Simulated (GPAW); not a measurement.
**A computed optical spectrum**

Method: GPAW, PBE, RPA, without spin-orbit coupling, line width 0.15 eV (Lorentzian); metals get a typed carrier damping. The response is along the first axis of the cell.

| E (eV) | Im ε |
| --- | --- |
| 0.00 | 0.00 |
| 0.25 | 0.01 |
| 0.50 | 0.01 |
| 0.75 | 0.02 |
| 1.00 | 0.02 |
| 1.25 | 0.03 |
| 1.50 | 0.04 |
| 1.75 | 0.04 |
| 2.00 | 0.05 |
| 2.25 | 0.07 |
| 2.50 | 0.08 |
| 2.75 | 0.10 |
| 3.00 | 0.12 |
| 3.25 | 0.15 |
| 3.50 | 0.20 |
| 3.75 | 0.27 |
| 4.00 | 0.39 |
| 4.25 | 0.65 |
| 4.50 | 1.46 |
| 4.75 | 3.77 |
| 5.00 | 5.22 |
| 5.25 | 7.16 |
| 5.50 | 7.53 |
| 5.75 | 10.48 |
| 6.00 | 9.67 |
| 6.25 | 5.82 |
| 6.50 | 5.01 |
| 6.75 | 4.08 |
| 7.00 | 2.91 |
| 7.25 | 2.56 |
| 7.50 | 2.68 |
| 7.75 | 1.64 |
| 8.00 | 1.27 |
| 8.25 | 1.29 |
| 8.50 | 1.30 |
| 8.75 | 1.18 |
| 9.00 | 1.07 |
| 9.25 | 0.74 |
| 9.50 | 0.67 |
| 9.75 | 0.69 |
| 10.00 | 0.74 |
| 10.25 | 0.82 |
| 10.50 | 0.70 |
| 10.75 | 0.61 |
| 11.00 | 0.77 |
| 11.25 | 0.81 |
| 11.50 | 0.84 |
| 11.75 | 0.85 |
| 12.00 | 0.84 |

Q: To which candidate does it belong?
A. AlN (P6_3mc)
B. GaN (F-43m)
C. BN (P6_3/mmc)

A: C. BN (P6_3/mmc): ε∞ = 4.62 along the first axis, strongest peak along the first axis at 5.88 eV. The others: AlN (P6_3mc), ε∞ = 4.28 along the first axis, strongest peak along the first axis at 7.93 eV; GaN (F-43m), ε∞ = 5.82 along the first axis, strongest peak along the first axis at 7.17 eV.
